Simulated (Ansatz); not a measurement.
# Bi2Pd (I4/mmm): phonon-mediated transition temperature

Wanted: λ, ω_log and Tc of Bi2Pd (I4/mmm). The cell shown first is a relaxed one, from steps not shown here.

Method: DFT LDA, scalar-relativistic, plane waves, PAW, in the first sound run; inputs show where later runs differ, in Ansatz 0.2.0.

**Measured values to reproduce.**

“Low-temperature thermal expansion of the topological material candidates beta-PtBi2 and beta-Bi2Pd” (2022, arxiv:2204.02327) reports for Bi2Pd, by electrical resistivity and magnetisation (quenched self-flux single crystal): superconducting transition temperature (zero-field transition) 5.1 K.

Report form: the programs' logs are mostly left out.

In doubt: the program doubts the meshes or the phonons of the coupling sums (step 2), which bears on λ, Tc and transport values.

## (1) The cell after earlier relaxation steps

Symmetry: I4/mmm, No. 139, tetragonal system. The conventional cell has a = 3.334 Å, b = 3.334 Å, c = 12.679 Å, α = 90.00°, β = 90.00°, γ = 90.00°. Nearest to Bi lie 4 Pd at 2.93 Å. Pd has 8 Bi at 2.93 Å nearest. Farther neighbours are not listed.

Structure file:

```cif
data_structure
_symmetry_space_group_name_H-M 'P 1'
_symmetry_Int_Tables_number 1
_cell_length_a 6.7636
_cell_length_b 6.7636
_cell_length_c 6.7636
_cell_angle_alpha 151.465
_cell_angle_beta 151.465
_cell_angle_gamma 40.795
_cell_volume 70.46
loop_
_atom_site_label
_atom_site_type_symbol
_atom_site_fract_x
_atom_site_fract_y
_atom_site_fract_z
_atom_site_occupancy
Bi1 Bi 0.36320 0.36320 0.00000 1
Bi2 Bi 0.63680 0.63680 0.00000 1
Pd3 Pd 0.00000 0.00000 0.00000 1
```

## (2) Electron–phonon run: LDA at its own relaxed cell

The run that gives the couplings also evaluates McMillan's and Allen and Dynes's formulas and, where asked, the Eliashberg equations, over a range of μ*.

input.yaml

```yaml
crystal:
  lattice:
    - [-1.6668839784, 1.6668839784, 6.3395093989]
    - [1.6668839784, -1.6668839784, 6.3395093989]
    - [1.6668839784, 1.6668839784, -6.3395093989]
  atoms:
    - { symbol: Bi, position: [0.3631965359, 0.3631965359, 0.0] }
    - { symbol: Bi, position: [0.6368034641, 0.6368034641, 0.0] }
    - { symbol: Pd, position: [0.0, 0.0, 0.0] }
kpoints:
  mp_grid: { grid: [9, 9, 9] }
hamiltonian:
  xc: lda
scf:
  occupations: { method: methfessel_paxton, width: 0.2 }
output:
  eigenvalues: true
phonons:
  method: dfpt
  qmesh: [3, 3, 3]
  temperatures: { t_max: 1000, t_step: 50 }
  qpath:
    path:
      - [[0.0, 0.0, 0.0], [0.0, 0.0, 0.5], [0.25, 0.25, 0.25], [0.0, 0.5, 0.0], [0.0, 0.0, 0.0], [0.5, 0.5, -0.5], [0.26728381, 0.73271619, -0.26728381]]
      - [[-0.26728381, 0.26728381, 0.26728381], [0.0, 0.0, 0.0]]
      - [[0.0, 0.0, 0.5], [-0.03456762, 0.03456762, 0.5]]
      - [[0.5, 0.5, -0.03456762], [0.5, 0.5, -0.5]]
    npoints: 10
  electrical_resistivity:
    mesh: [16, 16, 16]
    temperatures: [20.0, 50.0, 80.0, 100.0, 150.0, 200.0, 273.0, 300.0, 400.0, 500.0, 600.0, 800.0]
  superconductivity: { mesh: [16, 16, 16], eliashberg_equations: false }
```

On the command line:

```console
$ ansatz run input.yaml --threads 8 --pin off --max-ram 16384MiB --backend cpu --events-out ev --progress --plain --runs-dir out
```

The job ended after 19 min (8 threads of Arm Neoverse V2, shared host; peak memory 8.2 GiB).

This step gave:

- volume per atom: 23.49 Å³
- metallic on mesh: yes
- gap on the k-mesh: 0 eV
- zero point energy: 0.04091 eV/cell
- share of imaginary modes in the plain interpolation between solved wavevectors: 3.00e-4
- highest frequency, solved or plainly interpolated: 117.2 cm⁻¹
- Debye temperature (second moment): 147 K
- resistivity at 300 K: 24.57 μΩ cm, mean of the axes
- coupling constant λ: 0.8701
- density of states at the Fermi level: 0.6206 states/eV a spin and cell
- log mean phonon energy ħω_log: 5.943 meV
- transport coupling constant λ_tr: 0.9659, 0.9659, 0.8603 (xx, yy, zz)
- Drude plasma energy: 6.975, 6.975, 5.893 eV (xx, yy, zz)
- resistivity times mean free path: 10.83, 10.83, 13.31 × 10⁻¹⁶ Ω m² (xx, yy, zz)
- second-moment phonon energy ħω₂: 7.563 meV

Transition temperatures:

| μ* | McMillan Tc (K) | Allen–Dynes Tc (K) |
| --- | --- | --- |
| 0.08 | 4.25 | 4.51 |
| 0.1 | 3.8 | 4.01 |
| 0.12 | 3.36 | 3.54 |
| 0.13 | 3.15 | 3.31 |
| 0.14 | 2.94 | 3.08 |
| 0.16 | 2.54 | 2.65 |
| 0.2 | 1.81 | 1.87 |

## (3) Resistivity: the database cell, unrelaxed

The base functional is run at the starting cell, unrelaxed, so that the lattice constant is the database's and not the functional's.

This step: DFT PBEsol, scalar-relativistic, plane waves, PAW (Ansatz 0.2.0).

input.yaml

```yaml
crystal:
  lattice:
    - [-1.681, 1.681, 6.4915]
    - [1.681, -1.681, 6.4915]
    - [1.681, 1.681, -6.4915]
  atoms:
    - { symbol: Bi, position: [0.363, 0.363, 0.0] }
    - { symbol: Bi, position: [0.637, 0.637, 0.0] }
    - { symbol: Pd, position: [0.0, 0.0, 0.0] }
kpoints:
  mp_grid: { grid: [9, 9, 9] }
hamiltonian:
  xc: pbesol
scf:
  occupations: { method: methfessel_paxton, width: 0.2 }
output:
  eigenvalues: true
phonons:
  method: dfpt
  qmesh: [3, 3, 3]
  temperatures: { t_max: 1000, t_step: 50 }
  qpath:
    path:
      - [[0.0, 0.0, 0.0], [0.0, 0.0, 0.5], [0.25, 0.25, 0.25], [0.0, 0.5, 0.0], [0.0, 0.0, 0.0], [0.5, 0.5, -0.5], [0.2667643, 0.7332357, -0.2667643]]
      - [[-0.2667643, 0.2667643, 0.2667643], [0.0, 0.0, 0.0]]
      - [[0.0, 0.0, 0.5], [-0.03352859, 0.03352859, 0.5]]
      - [[0.5, 0.5, -0.03352859], [0.5, 0.5, -0.5]]
    npoints: 10
  electrical_resistivity:
    mesh: [16, 16, 16]
    temperatures: [20.0, 50.0, 80.0, 100.0, 150.0, 200.0, 273.0, 300.0, 400.0, 500.0, 600.0, 800.0]
  superconductivity: { mesh: [16, 16, 16], eliashberg_equations: false }
```

Wall time 19 min (8 threads); peak memory 8.7 GiB.

Numbers from this step:

```
volume per atom                                                                : 24.46 Å³
zero point energy                                                              : 0.03829 eV/cell
share of imaginary modes in the plain interpolation between solved wavevectors : 0
highest frequency, solved or plainly interpolated                              : 108.5 cm⁻¹
Debye temperature (second moment)                                              : 137 K
resistivity at 300 K                                                           : 25.99 μΩ cm, mean of the axes
coupling constant λ                                                            : 0.8847
density of states at the Fermi level                                           : 0.6473 states/eV a spin and cell
log mean phonon energy ħω_log                                                  : 5.891 meV
transport coupling constant λ_tr                                               : 0.9624, 0.9624, 0.8714 (xx, yy, zz)
Drude plasma energy                                                            : 6.781, 6.781, 5.808 eV (xx, yy, zz)
resistivity times mean free path                                               : 11.17, 11.17, 13.42 × 10⁻¹⁶ Ω m² (xx, yy, zz)
second-moment phonon energy ħω₂                                                : 7.275 meV
```

Transition temperatures:

| μ* | McMillan Tc (K) | Allen–Dynes Tc (K) |
| --- | --- | --- |
| 0.08 | 4.33 | 4.6 |
| 0.1 | 3.88 | 4.1 |
| 0.12 | 3.45 | 3.62 |
| 0.13 | 3.24 | 3.39 |
| 0.14 | 3.03 | 3.17 |
| 0.16 | 2.63 | 2.74 |
| 0.2 | 1.88 | 1.95 |

The Eliashberg function α²F has structure finer than the step of the table below, so its rows give means over 0.5 meV, whole bins alone (the curve runs from 0.053 to 13.5 meV). Peaks (meV: height): α²F 3.56: 0.529, 9.50: 0.675, 11.84: 0.440, 12.69: 0.457; α²F tr 3.56: 0.688, 9.72: 0.591, 11.84: 0.488, 12.69: 0.461, 13.01: 0.408.

The Eliashberg function α²F by phonon energy; means over each step:

| phonon energy (meV) | α²F | α²F tr |
| --- | --- | --- |
| 0.5 | 1.5e-4 | 2.9e-5 |
| 1.0 | 0.00156 | 5.4e-4 |
| 1.5 | 0.00492 | 0.00247 |
| 2.0 | 0.0130 | 0.00844 |
| 2.5 | 0.0303 | 0.0229 |
| 3.0 | 0.0938 | 0.107 |
| 3.5 | 0.447 | 0.581 |
| 4.0 | 0.404 | 0.499 |
| 4.5 | 0.281 | 0.331 |
| 5.0 | 0.261 | 0.287 |
| 5.5 | 0.238 | 0.237 |
| 6.0 | 0.262 | 0.256 |
| 6.5 | 0.285 | 0.269 |
| 7.0 | 0.275 | 0.261 |
| 7.5 | 0.156 | 0.145 |
| 8.0 | 0.141 | 0.129 |
| 8.5 | 0.179 | 0.172 |
| 9.0 | 0.248 | 0.239 |
| 9.5 | 0.576 | 0.508 |
| 10.0 | 0.376 | 0.343 |
| 10.5 | 0.142 | 0.114 |
| 11.0 | 0.162 | 0.105 |
| 11.5 | 0.321 | 0.281 |
| 12.0 | 0.297 | 0.319 |
| 12.5 | 0.316 | 0.311 |
| 13.0 | 0.296 | 0.338 |

The Eliashberg function α²F has structure finer than the step of the table below, so its rows give means over 0.5 meV, whole bins alone (the curve runs from 0.053 to 13.5 meV). Peaks (meV: height): α²F 3.56: 0.529, 9.50: 0.675, 11.84: 0.440, 12.69: 0.457; Bi 3.56: 0.302, 7.06: 0.274, 9.72: 0.435, 11.84: 0.263, 12.58: 0.182; Pd 3.56: 0.226, 9.50: 0.311, 11.73: 0.178, 12.69: 0.278.

Table of Eliashberg function α²F by phonon energy; means over each step:

| phonon energy (meV) | α²F | Bi | Pd |
| --- | --- | --- | --- |
| 0.5 | 1.5e-4 | 1.2e-4 | 2.3e-5 |
| 1.0 | 0.00156 | 0.00125 | 3.1e-4 |
| 1.5 | 0.00492 | 0.00393 | 9.9e-4 |
| 2.0 | 0.0130 | 0.0104 | 0.00256 |
| 2.5 | 0.0303 | 0.0246 | 0.00570 |
| 3.0 | 0.0938 | 0.0619 | 0.0319 |
| 3.5 | 0.447 | 0.259 | 0.188 |
| 4.0 | 0.404 | 0.232 | 0.172 |
| 4.5 | 0.281 | 0.156 | 0.124 |
| 5.0 | 0.261 | 0.158 | 0.103 |
| 5.5 | 0.238 | 0.184 | 0.0538 |
| 6.0 | 0.262 | 0.204 | 0.0577 |
| 6.5 | 0.285 | 0.236 | 0.0491 |
| 7.0 | 0.275 | 0.250 | 0.0247 |
| 7.5 | 0.156 | 0.146 | 0.0102 |
| 8.0 | 0.141 | 0.131 | 0.00993 |
| 8.5 | 0.179 | 0.152 | 0.0271 |
| 9.0 | 0.248 | 0.183 | 0.0655 |
| 9.5 | 0.576 | 0.346 | 0.230 |
| 10.0 | 0.376 | 0.280 | 0.0963 |
| 10.5 | 0.142 | 0.105 | 0.0369 |
| 11.0 | 0.162 | 0.105 | 0.0571 |
| 11.5 | 0.321 | 0.196 | 0.125 |
| 12.0 | 0.297 | 0.184 | 0.113 |
| 12.5 | 0.316 | 0.151 | 0.166 |
| 13.0 | 0.296 | 0.128 | 0.169 |

## (4) Results

```yaml
meshes: q 3×3×3, k 9×9×9, scattering 16×16×16
coupling_constant_lambda: 0.885
log_mean_phonon_energy_omega_log: 5.89 meV
allen_dynes_tc_at_mu_star_0p1: 4.1 K
allen_dynes_tc_at_mu_star_0p13: 3.39 K
```

In the last run (PBEsol, database cell, q 3×3×3, k 9×9×9, scattering 16×16×16), with λ = 0.88 and ħω_log = 5.89 meV, Tc at μ* = 0.13 is 3.2 K by McMillan's formula and 3.4 K by Allen and Dynes's. Raising μ* from 0.10 to 0.16 lowers the Allen–Dynes value from 4.1 to 2.7 K. By the run's own test λ is not converged in the fine mesh: it moves by 3 % between the two finest. The run's transport test calls it not converged in the mesh; ρ(300 K) moves by 12 % in the component that moves most. λ of these runs moves by 0 to 3 % between their two finest meshes, and Tc by more, so small gaps between the runs or to the measured value rank nothing. In 1 of the runs shown the interpolated phonons dip below zero somewhere, which the program warns of. These meshes are coarse. Over the runs, λ takes the values 0.870 and 0.885, in the order shown. No spin–orbit coupling, which matters for Bi. μ* is a typed number, phonons are harmonic, and spin fluctuations are left out; at μ* = 0.13 McMillan's formula turns 1 % in λ into about 2.1 % in Tc.

Calculation against experiment:

```
                                                   quantity  measured  Allen–Dynes, LDA, q 3×3×3, fine 16×16×16  Allen–Dynes, PBEsol, q 3×3×3, fine 16×16×16, database cell
superconducting transition temperature (μ* = 0.13) (kelvin)       5.1                            3.31 (-35.1 %)                                              3.39 (-33.5 %)
```

Measured values from arxiv:2204.02327 (2022).

Verdict: For the superconducting transition temperature, of the levels listed nearest comes Allen–Dynes, PBEsol, q 3×3×3, fine 16×16×16, database cell (-33.5 %) and farthest Allen–Dynes, LDA, q 3×3×3, fine 16×16×16 (-35.1 %). Limits of convergence are named above.

[Logs are printed without paths, hosts, clocks, repeated set-up lines and the standing remarks that a program may print on its own settings, such as how far it seeks lower states.]

[Hosts, paths, dates, database ids (printed as entryN), source tags and the programs' standing remarks are cut or masked in the printed files.]
